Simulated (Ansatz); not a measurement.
## Ir-Os-Ir stack of (100) layers: phonons along a line and the smearing

Does Ir-Os-Ir stack of (100) layers have a Kohn anomaly or a soft branch that a wide smearing hides? The first relaxation steps of the session are not shown, so no cell shown is the starting entry, unless a step says so.

Method: DFT PBEsol, scalar-relativistic, plane waves, PAW, in Ansatz 0.2.0.

## (1) The cell after earlier relaxation steps

The cell holds 3 atoms: 2 Ir and 1 Os. Cell: a = 2.679 Å, b = 2.679 Å, c = 31.464 Å, α = 90.0°, β = 90.0°, γ = 90.0°. Vacuum lies along c.

## (2) Tight relaxation

Residual forces and stress shift phonon frequencies, so the cell is relaxed again, with tight thresholds and the mesh and smearing of this input. Earlier relaxation steps are not shown.

Input file input.yaml:

```yaml
crystal:
  lattice:
    - [2.6789793747, 0.0, 0.0]
    - [0.0, 2.6789793747, 0.0]
    - [0.0, 0.0, 31.4635181842]
  atoms:
    - { symbol: Ir, position: [0.0, 0.0, 0.1781904347] }
    - { symbol: Os, position: [0.5, 0.5, 0.2356977359] }
    - { symbol: Ir, position: [0.0, 0.0, 0.2932050371] }
  periodic: [true, true, false]
kpoints:
  mp_grid: { grid: [12, 12, 1] }
hamiltonian:
  xc: pbesol
scf:
  occupations: { method: methfessel_paxton, width: 0.2 }
output:
  forces: true
  stress: true
  eigenvalues: true
  write_density: true
  write_potential: true
  elf: true
  volumetric_format: npy
relax:
  adjacent_minimum: "off"
  f_tol: 0.001
  max_steps: 60
  cell: { stress_2d_tol: 0.002 }
```

Started as:

```sh
$ ansatz run input.yaml --threads 4 --pin off --max-ram 8192MiB --backend cpu --events-out ev --progress --plain --runs-dir out
```

Numbers of over 12 decimals in the logs are rounded to 6 here.

Log:

```text
[the first part of the log is left out]
  E_paw        = -27058.313016  (= ΣΔE_a)
  E_vpaw       = -682.458395  (= ΣTr[D̂ρ^β])
  E_aug_tail   = 0.000061  (compensation charges beyond the density's cutoff)
  E_ewald      = 89460.013283
  E_core_change = 0.778503  (= ΣΔE_core)
  E_smearing   = 0.005441  (= −TS)
  E_closure    = -0.000000  (closes the sum)
  Σ components = -34846.311119   (vs F -34846.311119, Δ=0.00e0)
--- Forces (eV/Å), atoms counted from 1 ---
  atom   1  Ir     0.00000000     0.00000000     0.00003522
  atom   2  Os    -0.00000000    -0.00000000     0.00000000
  atom   3  Ir     0.00000000     0.00000000    -0.00003522
  max |Σ_I F_I| component: 1.60e-25 eV/Å
--- 2D stress c σ (N/m, compression-positive) ---
       -0.000831      -0.000000      -0.000000
       -0.000000      -0.000831      -0.000000
        0.000000       0.000000       0.000000
  P = ½ c Tr σ = -0.0008 N/m
--- Band table (eV; the first three rows and the last of 28) ---
  k-point 0: bands = ["-97.4726", "-97.4719", "-92.1361", "-54.4057", "-54.3616", "-54.1118", "-54.1118", "-54.1018", "-54.1018", "-51.4954", "-51.2704", "-51.2704", "-15.4916", "-12.8301", "-12.5903", "-12.4005", "-10.6497", "-9.0580", "-8.2425", "-8.2425", "-7.7963", "-6.4196", "-6.2678", "-6.2678", "-5.6189", "-5.4555", "-4.6911", "-3.5099", "-3.5099", "-3.4879"]
  k-point 1: bands = ["-97.4708", "-97.4702", "-92.1335", "-54.3998", "-54.3613", "-54.1443", "-54.1375", "-54.1084", "-54.0991", "-51.4911", "-51.3124", "-51.2674", "-15.2864", "-12.6647", "-12.4336", "-12.2391", "-10.5552", "-8.9577", "-8.5110", "-8.2110", "-7.5371", "-6.9476", "-6.5481", "-6.2605", "-5.5456", "-4.9757", "-4.8316", "-4.8118", "-3.6332", "-3.3686"]
  k-point 2: bands = ["-97.4658", "-97.4653", "-92.1266", "-54.3848", "-54.3608", "-54.2325", "-54.2323", "-54.0992", "-54.0914", "-51.4800", "-51.4254", "-51.2593", "-14.7269", "-12.3371", "-12.1639", "-11.6601", "-10.1292", "-8.8056", "-8.7218", "-8.1441", "-7.5694", "-7.3732", "-7.1009", "-6.1519", "-5.7507", "-5.6292", "-5.4938", "-3.8873", "-3.8801", "-3.2171"]
  k-point 27: bands = ["-97.4192", "-97.4190", "-92.0598", "-54.5558", "-54.5558", "-54.5313", "-54.5313", "-54.2658", "-54.2557", "-51.8197", "-51.8197", "-51.4240", "-12.9699", "-12.2324", "-11.9419", "-11.9419", "-10.8464", "-9.2238", "-9.2238", "-6.3059", "-5.1050", "-5.1050", "-4.4933", "-4.0842", "-2.8816", "-2.8752", "-2.3706", "-1.1818", "-1.1818", "3.7658"]
--- Relaxed structure (3 steps of the walk, 2 accepted, 1 SCFs on fresh bases) ---
  F+E_penalty+E_count = -34846.31111861 eV   max|allowed force component| = 3.522e-5 eV/Å   (the final SCF, on the basis selected at the relaxed cell)
  cell:  # Å, volume = 225.8578 Å³
    - [2.679254, 0.0, 0.0]
    - [0.0, 2.679254, 0.0]
    - [0.0, 0.0, 31.4635181842]
  atoms:
    - { symbol: Ir, position: [0, 0.0, 0.178210] }
    - { symbol: Os, position: [0.5, 0.5, 0.235698] }
    - { symbol: Ir, position: [0.0, 0.0, 0.293185] }
```

Run time: 14 s. Hardware: 4 threads of Arm Neoverse V2, shared host; peak memory 0.62 GiB; 52 s of CPU time.

Little changed from the start: no atom moved by 0.005 Å and no cell edge by 0.1 %.

Numbers from this step:

```yaml
metallic_on_mesh: yes
gap_on_the_k_mesh: 0 eV
```

Valence density in the ca plane at fractional y = 0.000, with atoms of Ir within 0.2 Å of it. It is the smooth field of the valence electrons, not physical close to the nuclei.

Values in e/Å³, 5 rows by 16 columns, each cell a mean:
```
0.0 0.0 0.0 0.0 0.4 6.0 2.5 0.3 1.9 6.4 0.6 0.0 0.0 0.0 0.0 0.0
0.0 0.0 0.0 0.0 0.2 1.3 0.7 0.4 0.6 1.4 0.2 0.0 0.0 0.0 0.0 0.0
0.0 0.0 0.0 0.0 0.1 0.5 0.4 0.4 0.4 0.5 0.1 0.0 0.0 0.0 0.0 0.0
0.0 0.0 0.0 0.0 0.2 2.6 1.1 0.3 0.9 2.8 0.3 0.0 0.0 0.0 0.0 0.0
0.0 0.0 0.0 0.0 0.5 7.2 3.1 0.3 2.4 7.7 0.8 0.0 0.0 0.0 0.0 0.0
```
Columns run along c (16.0 Å, from fractional 0.00 to 0.51 of the cell), rows up along a (2.7 Å). Atoms in or near the plane, at fractional coordinates: Ir at (0.18, 0.00), Ir at (0.29, 0.00).

Electrostatic potential energy in the ca plane at fractional y = 0.000, with atoms of Ir within 0.2 Å of it. With pseudopotentials it is smooth inside the atoms' cores, unlike the true potential.

Values in eV, 5 rows by 16 columns, each cell a mean:
```
  0   0   0  -1 -10 -63 -34  -5 -28 -65 -14  -1   0   0   0   0
  0   0   0   0  -4 -24 -13  -7 -11 -25  -5   0   0   0   0   0
  0   0   0   0  -2  -9  -7  -9  -7 -10  -3   0   0   0   0   0
  0   0   0   0  -6 -40 -20  -6 -17 -42  -8   0   0   0   0   0
  0   0   0  -1 -12 -68 -39  -4 -33 -70 -17  -1   0   0   0   0
```
Columns run along c (16.0 Å, from fractional 0.00 to 0.51 of the cell; values clipped at the 3rd and 97th percentile), rows up along a (2.7 Å). Atoms in or near the plane, at fractional coordinates: Ir at (0.18, 0.00), Ir at (0.29, 0.00).

ELF in the ca plane at fractional y = 0.000, with atoms of Ir within 0.2 Å of it. It is the smooth field of the valence electrons, not physical close to the nuclei.

Values, 5 rows by 16 columns, each cell a mean:
```
0.00 0.00 0.01 0.06 0.26 0.61 0.45 0.24 0.42 0.61 0.30 0.07 0.01 0.00 0.00 0.00
0.00 0.00 0.01 0.07 0.24 0.39 0.31 0.33 0.31 0.39 0.26 0.08 0.01 0.00 0.00 0.00
0.00 0.00 0.01 0.07 0.28 0.36 0.30 0.37 0.30 0.35 0.30 0.08 0.01 0.00 0.00 0.00
0.00 0.00 0.01 0.06 0.23 0.49 0.36 0.30 0.34 0.50 0.25 0.08 0.01 0.00 0.00 0.00
0.00 0.00 0.01 0.06 0.28 0.57 0.48 0.21 0.44 0.57 0.32 0.07 0.01 0.00 0.00 0.00
```
Columns run along c (16.0 Å, from fractional 0.00 to 0.51 of the cell), rows up along a (2.7 Å). Atoms in or near the plane, at fractional coordinates: Ir at (0.18, 0.00), Ir at (0.29, 0.00).

## (3) Wavevectors along a line: Fermi–Dirac smearing of 0.1 eV

The smearing blurs the Fermi surface that screens the phonons; a Fermi–Dirac width is an electronic temperature.

Input file input.yaml:

```yaml
crystal:
  lattice:
    - [2.6792540195, 0.0, 0.0]
    - [0.0, 2.6792540195, 0.0]
    - [0.0, 0.0, 31.4635181842]
  atoms:
    - { symbol: Ir, position: [0.0, 0.0, 0.1782104002] }
    - { symbol: Os, position: [0.5, 0.5, 0.2356977359] }
    - { symbol: Ir, position: [0.0, 0.0, 0.2931850716] }
  periodic: [true, true, false]
kpoints:
  mp_grid: { grid: [16, 16, 1] }
hamiltonian:
  xc: pbesol
scf:
  occupations: { method: fermi_dirac, width: 0.1 }
output:
  eigenvalues: true
phonons:
  method: dfpt
  qpoints:
    - [0, 0, 0]
    - [0.0, 0.0625, 0.0]
    - [0.0, 0.1875, 0.0]
    - [0.0, 0.3125, 0.0]
    - [0.0, 0.4375, 0.0]
```

Log:

```text
Warning: crystal.symmetry: narrowed to the stabiliser of the run's FFT grids — unitary ops 16 → 8. A phonons.method: dfpt run fills in the rows of the dynamical matrix that it does not solve by its symmetry operations, which is exact only for operations that map its FFT grids onto themselves: filled in by any other, the frequencies could depend on the order in which like atoms are typed, or, by more than the grids' own error, on where the crystal sits among the grids' points. Excluded: 8 operations. The run can therefore solve more perturbations, solve them on more k-points, or both, and cost more. [rest of the remark cut]
[...]
Crystal: 3 atoms, lattice volume = 225.858 Å³
Basis set: ecut = 420 eV, 4453 PW (Γ), exchange–correlation on 36×36×432 points (8 copies of the dense FFT grid, shifted against one another)
Bands: 30, of which v1, the nominal top of the filled ones, is band 25 counted from 1 (24 counted from 0)
Symmetry: 16 space group operations
k-points: 45 of 256 (irreducible under 8 space group operations)
[...]
SCF iter   1: F=—  HF=-34846.353505 eV  |F-HF|=—  |Δ(HF+E_count)|=         —  Δρ=4.80e-3  dr2=3.27e-2  ethr=1.77e-3  ⟨swp⟩=13.5  Hψ=10390  notcnv=0
[...]
SCF iter  11: F=-34846.353456 eV  HF=-34846.353456 eV  |F-HF|=2.76e-10  |Δ(HF+E_count)|=  3.27e-10  Δρ=5.05e-8  dr2=5.27e-12  ethr=1.00e-12  ⟨swp⟩=14.0  Hψ=12412  notcnv=0
SCF 1 converged in 11 iterations: F = -34846.353456 eV  dr2 = 5.27e-12
[...]
NSCF: frozen V_eff on 45 k-points
WARN: eigensolver did not converge (k=28): 1 band(s) unlocked after 2 eigensolves, warm-restarted (20 sweeps on the last) at ethr=2.06e-12 eV (storage-precision floor; scheduled 1.00e-12 eV) (lowest unlocked band 29, counted from 0; max residual 3.36e-4 eV among the unlocked bands, 3.36e-4 eV over every band; other slots of this pass that fall short are told together in one closing line; warning suppressed until the next SCF loop or pass starts)
WARN: eigensolver did not converge in 5 slots of this pass, the one above among them; of largest residual over every band (k=44): 1 band(s) unlocked (lowest unlocked band 29, counted from 0; max residual 5.89e-3 eV among the unlocked bands, 5.89e-3 eV over every band); of lowest unlocked band (k=28): band 29
[...]
DFPT response loops at q = (0, 0, 0) (fractional): preconditioner auto → none (partly filled bands, converged f_vac=0.755); β = 0.50; Broyden in place of MSR1
[...]
SCF converged after 11 iterations
Free energy (F): -34846.353456 eV
[...]
Internal energy: -34846.249520 eV  (E = F + TS)
E sigma→0 (E₀):  -34846.301488 eV
Entropy (-TS):   -0.103936 eV (-34.645 meV/atom)
Fermi energy:    -5.283256 eV
[...]
--- Band table (eV; the first three rows and the last of 45) ---
  k-point 0: bands = [... 21 lower, -6.4375, -6.2942, -6.2942, -5.6467, -5.4886, -4.7279, -3.5390, -3.5390, ... 1 higher]
  k-point 1: bands = [... 21 lower, -6.7915, -6.4633, -6.2933, -5.5941, -5.0795, -4.8994, -4.5233, -3.5996, ... 1 higher]
  k-point 2: bands = [... 21 lower, -7.3164, -6.8338, -6.2496, -5.5801, -5.3927, -5.2679, -4.3932, -3.7898, ... 1 higher]
  k-point 44: bands = [... 21 lower, -5.1337, -4.5101, -4.1240, -2.9172, -2.9108, -2.3868, -1.2121, -1.2121, ... 1 higher]
--- Phonons (Γ-DFPT): 6 representative perturbations + reference (Σ response iterations 37) ---
  ASR residual: 1.492e-3 → 0.000e0 eV/Å²; symmetrization residual: 3.474e-5 eV/Å²
  The last average, over the group as it would stand without the narrowing to the FFT grids, took up to 1.272e-5 eV/Å² of the zone centre's force constants
  ASR residual per site (eV/Å²): 1.38e-3 1.49e-3 1.36e-3
  Γ frequencies (cm⁻¹): 0.00 0.00 0.00 110.67 110.67 157.29 168.12 168.12 205.79
  non-analytic LO–TO correction: not included (Born effective charges unavailable; polar crystals: no LO–TO splitting at Γ)
--- Phonons (arbitrary-q DFPT): 5 explicit q-points ---
  q = [0, 0, 0] (of the zone-centre solve; hermiticity 3.51e-6, symmetrization 1.50e-12, taken by the last average 6.42e-7): -0.00 0.00 0.00 110.67 110.67 157.29 168.12 168.12 205.79
  q = [0, 0.0625, 0] (9 solved perturbations on 144 of 256 k-point pairs; hermiticity 2.07e-6, symmetrization 3.16e-9, taken by the last average 6.61e-7): 6.52 17.97 40.21 110.69 115.78 155.11 165.33 172.85 203.29
[...]
sum rule: each row above includes the acoustic sum rule's correction from the zone centre's row sums; it moved no ω² by more than (1.46 cm⁻¹)²
```

It took 17 min on 4 threads; peak memory 2.1 GiB; 66 min of CPU time.

In the SCF lines HF is the Harris–Foulkes energy and dr2 the Hartree energy of the density residual, in eV; the loop may stop once dr2 is under the threshold and the program's other checks hold. Hψ counts applications of the Hamiltonian.

Each wavevector solved by linear response. Table of frequency by |q| along the line; 7 of 9 lines:

| \|q\| along the line (Å⁻¹) | mode 1 (cm⁻¹) | mode 2 (cm⁻¹) | mode 3 (cm⁻¹) | mode 4 (cm⁻¹) | mode 5 (cm⁻¹) | mode 6 (cm⁻¹) | mode 7 (cm⁻¹) |
| --- | --- | --- | --- | --- | --- | --- | --- |
| 0.000 | 0 | 0 | 0 | 111 | 111 | 157 | 168 |
| 0.147 | 6.52 | 18.0 | 40.2 | 111 | 116 | 155 | 165 |
| 0.440 | 39.7 | 55.3 | 105 | 111 | 138 | 153 | 160 |
| 0.733 | 73.8 | 89.3 | 113 | 116 | 150 | 153 | 160 |
| 1.026 | 99.7 | 101 | 113 | 115 | 133 | 164 | 172 |

## (4) What came out

| Property | Result |
| --- | --- |
| phonon run of the rows without a label of their own | PBEsol, k 16×16×1 |
| lowest branch at the last solved point, Fermi–Dirac 0.1 eV | 99.7 cm⁻¹ at \|q\| = 1.03 Å⁻¹ |

Spin–orbit coupling, left out here, matters for Ir and Os. The structure was built by hand as an ordered model, and its stability against other phases was not tested.

[Logs are printed without paths, hosts, clocks, repeated set-up lines and the standing remarks that a program may print on its own settings, such as how far it seeks lower states.]

[Hosts, paths, dates, database ids (printed as entryN), source tags and the programs' standing remarks are cut or masked in the printed files.]
